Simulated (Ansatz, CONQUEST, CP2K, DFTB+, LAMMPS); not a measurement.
# Liquid K(F,Br) at 1200 K (94 atoms): one structure in several programs

How near do other programs and methods come to a plane-wave reference for liquid K(F,Br) at 1200 K (94 atoms)? A plane-wave run serves as the reference.

Method: Kohn-Sham DFT, PBE, PAW, plane waves, in Ansatz 0.2.0.

## (1) The structure

The cell holds 94 atoms: 47 K, 18 F and 29 Br. Cell: a = 15.650 Å, b = 15.650 Å, c = 15.650 Å, α = 90.0°, β = 90.0°, γ = 90.0°. 94 atoms (47 K, 18 F, 29 Br) placed at random at 1.95 g/cm³, melted at 1800 K for 10 ps at fixed volume with the Lennard-Jones and Coulomb ion parameters for SPC/E (Joung and Cheatham, J. Phys. Chem. B 112, 9020 (2008)), full charges. Snapshot at the end of a hold of 20 ps at 1200 K and fixed volume.

## (2) Plane-wave reference

The PAW files are the set soft_2.

input.yaml

```yaml
crystal:
  lattice:
    - [15.6503, 0.0, 0.0]
    - [0.0, 15.6503, 0.0]
    - [0.0, 0.0, 15.6503]
  atoms:
    - { symbol: K, position: [0.17642, 0.02124, 0.51204] }
    - { symbol: K, position: [0.78268, 0.45463, 0.17486] }
    - { symbol: K, position: [0.25339, 0.20338, 0.60339] }
    - { symbol: K, position: [0.97163, 0.32418, 0.90886] }
    [... 84 atom lines left out ...]
    - { symbol: Br, position: [0.42591, 0.46082, 0.36751] }
    - { symbol: Br, position: [0.10576, 0.46663, 0.93318] }
    - { symbol: Br, position: [0.00111, 0.12309, 0.4736] }
    - { symbol: Br, position: [0.12738, 0.8202, 0.45602] }
    - { symbol: Br, position: [0.59106, 0.67167, 0.59963] }
    - { symbol: Br, position: [0.52769, 0.7571, 0.3064] }
kpoints:
  mp_grid: { grid: [1, 1, 1] }
hamiltonian:
  xc: pbe
scf:
  occupations: { method: fermi_dirac, width: 0.05 }
output:
  forces: true
  eigenvalues: true
  populations: true
  stress: true
```

Launch:

```bash
ansatz run input.yaml --threads 4 --pin off --max-ram 8192MiB --backend cpu --events-out ev --progress --plain --runs-dir out
```

The log of the run:

```text
[...]
Pseudopotentials: kind: paw
Pseudopotential: K, paw, valence charge 9, recommended cutoff 420 eV (normal), K.paw.azcp
Pseudopotential: F, paw, valence charge 7, recommended cutoff 420 eV (normal), F.paw.azcp
Pseudopotential: Br, paw, valence charge 7, recommended cutoff 420 eV (normal), Br.paw.azcp
[... 5 lines on functional and potentials left out ...]
Crystal: 94 atoms, lattice volume = 3833.258 Å³
Basis set: ecut = 420 eV, 74773 PW (Γ), exchange–correlation on 216×216×216 points (8 copies of the dense FFT grid, shifted against one another)
Bands: 470, of which v1, the nominal top of the filled ones, is band 376 counted from 1 (375 counted from 0)
Symmetry: 1 space group operations
Space group: P1 (ITA 1), of the structure as read, at distance tolerance 1.6e-4 Å
k-points: 1
[... 7 lines on functional and potentials left out ...]
Initial density: superposition of atomic densities (neutral atoms: chi_scale 0, normalization atom), corrected by the library's trained network
Initial wavefunctions: pseudopotential atomic-orbital guess
[...]
SCF iter   1: F=—  HF=-167668.685892 eV  |F-HF|=—  |Δ(HF+E_count)|=         —  Δρ=8.82e-4  dr2=1.21e-1  ethr=1.77e-3  ⟨swp⟩=7.0  Hψ=1974  notcnv=0  defer=71
preconditioner: auto → Resta (q_TF=auto, 2.080 Å⁻¹)  ε∞=2.3  [insulator: Δε(μ)=3.100 eV  Ē_g=13.075 eV  σ=0.050 eV  W_gap=1.00  n_scr=586 (ndim 8)  ℏωp=15.0 eV  f_vac=0.277  D(μ)=0.00/eV (n_scr^D=0)  ε∞_Penn≈2.3]
[...]
SCF iter   8: F=—  HF=-167668.664274 eV  |F-HF|=—  |Δ(HF+E_count)|=   6.21e-7  Δρ=2.42e-6  dr2=2.63e-7  ethr=5.62e-10  ⟨swp⟩=2.0  Hψ=703  notcnv=0  defer=87
SCF iter   9: F=-167668.664274 eV  HF=-167668.664274 eV  |F-HF|=6.00e-9  |Δ(HF+E_count)|=   3.62e-7  Δρ=9.94e-7  dr2=3.13e-8  ethr=1.33e-11  ⟨swp⟩=18.0  Hψ=2927  notcnv=0
SCF 1 converged in 9 iterations: F = -167668.664274 eV  dr2 = 3.13e-8
[...]
SCF converged after 9 iterations
Free energy (F): -167668.664274 eV
Harris-Foulkes:  -167668.664274 eV  (|F-HF|=6.00e-9)
Internal energy: -167668.664274 eV  (E = F + TS)
E sigma→0 (E₀):  -167668.664274 eV
Fermi energy:    1.663258 eV
--- Per-component energies (eV) ---
[...]
Σ components = -167668.664274   (vs F -167668.664274, Δ=0.00e0)
--- Forces (eV/Å), atoms counted from 1 ---
  atom   1  K     -0.06523374     0.53616865    -0.36523501
  atom   2  K     -0.13608827     0.03920138    -0.36775927
  atom   3  K      0.36439432     0.49994341    -0.18880475
  atom   4  K     -0.20218816    -0.20366924    -0.02451074
[...]
atom  94  Br    -0.59840136     0.02640583     0.23101725
  max |Σ_I F_I| component: 2.03e-5 eV/Å
--- Stress (GPa, compression-positive) ---
       -0.318901      -0.106378      -0.031103
       -0.106378      -0.618060       0.010134
       -0.031103       0.010134      -0.448732
  P = ⅓ Tr σ = -0.4619 GPa (-4.619 kbar)
--- Band table (eV) ---
  k-point 0: bands = ["-30.1408", "-29.2958", "-29.2735", "-29.2643", [... 454 levels ...], "6.9671", "6.9846", "6.9903", "7.0248", "7.0273", "7.0660", "7.0700", "7.0889", "7.1093", "7.1221", "7.1319", "7.1463"]
--- Löwdin populations: 94 sites ---
  site symbol       q [e]
     0      K      8.2200
     1      K      8.2060
     2      K      8.1425
[...]
93     Br      7.6999
  spilling = 0.004292 (of n_electrons = 752.000000)
```

Elapsed: 47 s, on 4 threads of Intel Xeon Platinum 8259CL at 2.50GHz (Skylake/Cascade Lake), shared host; peak memory 4.8 GiB.

In the SCF lines HF is the Harris–Foulkes energy and dr2 the Hartree energy of the density residual, in eV; the loop may stop once dr2 is under the threshold and the program's other checks hold. Hψ counts applications of the Hamiltonian.

Numbers from this run:

| Quantity | Value |
| --- | --- |
| free energy | -167668.6643 eV |
| free energy per atom | -1783.7092 eV/atom |
| SCF cycles | 9 |
| pressure | -0.4619 GPa |
| r.m.s. force component | 0.2821 eV/Å |
| longest force | 1.368 eV/Å |
| Fermi energy | 1.663 eV |
| gap (highest filled to lowest empty level) | 3.075 eV |
| spilling of the projection | 0.004292 |

Length of the force by element:

| element | coordination | atoms | mean length of the force (eV/Å) | spread | least | most |
| --- | --- | --- | --- | --- | --- | --- |
| Br | all | 29 | 0.422 | 0.204 | 0.096 | 0.934 |
| F | all | 18 | 0.394 | 0.185 | 0.098 | 0.732 |
| K | all | 47 | 0.469 | 0.223 | 0.116 | 1.37 |

Löwdin charges by element (they lack the spilled electrons, 0.034 e an atom on average):

| element | coordination | atoms | mean charge (e) | spread | least | most |
| --- | --- | --- | --- | --- | --- | --- |
| Br | all | 29 | -0.687 | 0.0146 | -0.724 | -0.655 |
| F | all | 18 | -0.795 | 0.0044 | -0.801 | -0.786 |
| K | all | 47 | 0.797 | 0.0236 | 0.749 | 0.858 |

The levels nearest the highest filled one (over half full), pooled over k-points and spins:

| level less the highest filled one (eV) | occupation |
| --- | --- |
| -0.192 | 2 |
| -0.165 | 2 |
| -0.121 | 2 |
| -0.104 | 2 |
| -0.086 | 2 |
| 0 | 2 |
| 3.08 | 0 |
| 3.74 | 0 |
| 3.90 | 0 |
| 4.03 | 0 |
| 4.07 | 0 |
| 4.20 | 0 |

The run ends at a pressure of -0.46 GPa, with forces up to 1.4 eV/Å.

## (3) Structure statistics

Density 1.95 g/cm³, 40.78 Å³ an atom.

Pair distribution functions g(r), in bins of 0.2 Å:

| r (Å) | total | K-K | K-Br | K-F | Br-Br | Br-F | F-F |
| --- | --- | --- | --- | --- | --- | --- | --- |
| 2.30 | 0.06 | 0.00 | 0.00 | 0.32 | 0.00 | 0.00 | 0.00 |
| 2.50 | 1.03 | 0.00 | 0.00 | 5.37 | 0.00 | 0.00 | 0.00 |
| 2.70 | 1.01 | 0.00 | 0.00 | 5.26 | 0.00 | 0.00 | 0.00 |
| 2.90 | 1.03 | 0.00 | 0.91 | 3.92 | 0.00 | 0.00 | 0.00 |
| 3.10 | 2.01 | 0.15 | 4.55 | 2.58 | 0.00 | 0.00 | 1.97 |
| 3.30 | 1.05 | 0.12 | 2.70 | 0.82 | 0.00 | 0.00 | 0.85 |
| 3.50 | 1.14 | 1.02 | 2.22 | 0.29 | 0.00 | 0.23 | 3.04 |
| 3.70 | 1.01 | 1.32 | 1.40 | 0.41 | 0.25 | 1.29 | 0.00 |
| 3.90 | 1.25 | 1.73 | 1.19 | 0.46 | 0.24 | 2.12 | 2.48 |
| 4.10 | 0.86 | 1.15 | 1.01 | 0.00 | 0.65 | 1.38 | 1.08 |
| 4.30 | 0.97 | 1.05 | 0.54 | 0.48 | 1.98 | 1.74 | 1.52 |
| 4.50 | 0.94 | 1.36 | 0.50 | 0.45 | 0.72 | 2.04 | 1.42 |
| 4.70 | 1.14 | 1.61 | 0.61 | 0.41 | 1.81 | 1.85 | 2.12 |
| 4.90 | 1.05 | 1.79 | 0.47 | 0.75 | 1.67 | 0.85 | 1.58 |
| 5.10 | 0.77 | 1.01 | 0.47 | 0.41 | 1.41 | 1.00 | 1.08 |
| 5.30 | 0.93 | 0.94 | 0.63 | 0.71 | 1.92 | 1.24 | 1.02 |
| 5.50 | 0.99 | 1.23 | 0.78 | 0.90 | 1.08 | 1.24 | 0.62 |
| 5.70 | 1.10 | 1.23 | 0.82 | 1.11 | 1.46 | 1.53 | 0.29 |
| 5.90 | 1.03 | 0.91 | 0.65 | 1.56 | 1.46 | 1.33 | 0.28 |
| 6.10 | 0.99 | 0.93 | 1.32 | 1.17 | 0.88 | 0.24 | 0.50 |
| 6.30 | 1.08 | 0.87 | 1.07 | 1.59 | 1.10 | 0.97 | 0.24 |
| 6.50 | 0.88 | 0.68 | 1.06 | 1.07 | 0.60 | 0.97 | 0.22 |
| 6.70 | 1.04 | 0.68 | 1.42 | 1.41 | 0.57 | 0.58 | 0.84 |
| 6.90 | 1.06 | 0.99 | 1.42 | 1.17 | 0.61 | 0.67 | 0.59 |
| 7.10 | 0.97 | 0.82 | 1.15 | 1.08 | 0.73 | 0.81 | 0.94 |
| 7.30 | 0.98 | 0.65 | 0.97 | 1.16 | 0.67 | 1.54 | 1.42 |
| 7.50 | 0.88 | 0.61 | 1.25 | 0.86 | 0.58 | 0.72 | 1.00 |
| 7.70 | 1.04 | 1.09 | 1.15 | 0.82 | 0.73 | 0.98 | 1.74 |

## (4) What was run beside it

The programs:
- CP2K 2026.2: Gaussian basis with GTH pseudopotentials and a plane-wave density; labels give functional, basis (MOLOPT sets; SR short-range, UZH the newer set with its own potentials), grid cutoff/relative cutoff and solver (OT: orbital transformation; TRS4, TC2, SIGN: linear-scaling purification with its sparsity filter), or its built-in tight binding.
- DFTB+ 25.1: tight binding, with Slater–Koster sets (DFTB) or xTB through its tblite library.

All use the same cell and atoms; the electronic-structure runs use the same k-mesh, and an electronic temperature of 580 K (0.05 eV) where levels are smeared.

Differences are against the plane-wave reference, forces as r.m.s. over components; share is that over the reference's r.m.s. force, slope the least-squares factor from reference forces to these. Total energies of different programs have different zeros and aren't compared.

| run | Δ force, r.m.s. (meV/Å) | share (%) | slope | Δ pressure (GPa) | Δ gap (eV) | cores | CPU time | memory (GiB) |
| --- | --- | --- | --- | --- | --- | --- | --- | --- |
| reference | - | - | - | - | - | 4 | 3 min | 4.8 |
| CP2K PBE, DZVP-MOLOPT-SR, 600/50 Ry, OT DIIS | 63.5 | 22.5 | 1.086 | 0.0875 | -0.0353 | 1 | 21 min | 4.6 |
| CP2K PBE, DZVP-MOLOPT-SR, 600/50 Ry, diagonalisation | 63.5 | 22.5 | 1.086 | 0.0875 | -0.0353 | 1 | 14 min | 8.9 |
| DFTB+ DFTB 3ob-3-1 | 1160 | 411 | 1.975 | 2.50 | -0.432 | 1 | 2.2 s | 0.2 |
| DFTB+ IPEA1-xTB | 357 | 127 | 0.634 | -2.72 | - | 1 | 21 s | 0.3 |

CPU time is summed over cores on a shared host, where runs went side by side, so it is rough. Symmetry, cutoffs, thresholds, outputs and thread counts weren't matched or tuned between programs; memory under MPI is the largest rank's times the ranks.

Runs without a result: DFTB+ GFN2-xTB (not converged); CONQUEST PBE, grid 40 Ha (cut off at its time limit of 3.6 min).

Mean charges by element (e), by run and scheme:

| run | scheme | K | F | Br |
| --- | --- | --- | --- | --- |
| reference | Löwdin | +0.80 | -0.80 | -0.69 |
| CP2K PBE, DZVP-MOLOPT-SR, 600/50 Ry, OT DIIS | Mulliken | +0.65 | -0.70 | -0.61 |
| CP2K PBE, DZVP-MOLOPT-SR, 600/50 Ry, OT DIIS | Hirshfeld | +0.35 | -0.45 | -0.29 |
| CP2K PBE, DZVP-MOLOPT-SR, 600/50 Ry, diagonalisation | Mulliken | +0.65 | -0.70 | -0.61 |
| CP2K PBE, DZVP-MOLOPT-SR, 600/50 Ry, diagonalisation | Hirshfeld | +0.35 | -0.45 | -0.29 |
| DFTB+ DFTB 3ob-3-1 | Mulliken | +0.52 | -0.50 | -0.53 |
| DFTB+ IPEA1-xTB | Mulliken | +0.23 | -0.38 | -0.15 |

The reference's Löwdin charges lack the electrons that the projection spills, 0.034 e an atom on average.

Within one program, basis, potentials and functional, energies share a zero. Each run against its twin at the usual cutoff or grid and solver:

| run | twin | Δ energy (meV/atom) | Δ force, r.m.s. (meV/Å) | CPU time over the twin's |
| --- | --- | --- | --- | --- |
| CP2K PBE, DZVP-MOLOPT-SR, 600/50 Ry, diagonalisation | DZVP-MOLOPT-SR, 600/50 Ry, OT DIIS | -3.0e-4 | 0.018 | 0.65 |

## (5) What came out

```
reference r.m.s. force component                       : 0.282 eV/Å
nearest in forces                                      : a tie at 22 % of 2 runs: CP2K PBE, DZVP-MOLOPT-SR, 600/50 Ry, OT DIIS; CP2K PBE, DZVP-MOLOPT-SR, 600/50 Ry, diagonalisation
farthest in forces                                     : DFTB+ DFTB 3ob-3-1, 411 %
cheapest electronic-structure run beside the reference : DFTB+ DFTB 3ob-3-1, 2.2 s of CPU time
```

The PBE runs in local orbitals differ by 22 % in each run; basis, grid and potentials can all enter. Tight binding differs by 127 % (DFTB+ IPEA1-xTB) to 411 % (DFTB+ DFTB 3ob-3-1); it is another model, with fitted parameters of its own, and the xTB methods hold dispersion. IPEA1-xTB was fitted to ionisation energies and electron affinities, not to forces or charges. Of the electronic-structure runs that take under half the reference's CPU time, DFTB+ IPEA1-xTB comes nearest, at 127 % in 21 s against 3 min, too far off to be of use; its pressure misses by -2.7 GPa. At the same functional, the gap of these runs lies 0.04 eV below the reference's 3.08 eV. Charges hang on model, scheme and program or settings: among these rows the mean for K runs from +0.23 to +0.80 e. In the reference: filled and empty levels are parted by 3.08 eV (at Γ alone); a semilocal functional tends to put such gaps too low. In a disordered cell it changes from sample to sample and from frame to frame. In the reference: mean Löwdin charges: Br -0.69, F -0.80, K +0.80 e (they miss 0.43 % of the electrons, so they add up to more than the cell's charge). Periodic xTB results under one method name differ between programs and library versions (DFTB+ here holds tblite 0.3). The frame stands for 1200 K, but pressures are static and levels are smeared at 580 K. The network of bonds at the start is that of the classical potential that made the cell, and needn't be the one that DFT or experiment would give. The ion parameters were fitted for water, not for melts, so the starting structure of this cell may lie well off the real melt's. The electronic-structure runs sample only Γ, in a cell whose shortest periodic width is 16 Å.

[Also dropped from logs without a mark: logging warnings of Python, and SIESTA's first energy breakdown and zero terms.]

[Logs are printed without paths, hosts, clocks, repeated set-up lines and the standing remarks that a program may print on its own settings, such as how far it seeks lower states.]

[Hosts, paths, dates, database ids (printed as entryN), source tags and the programs' standing remarks are cut or masked in the printed files.]
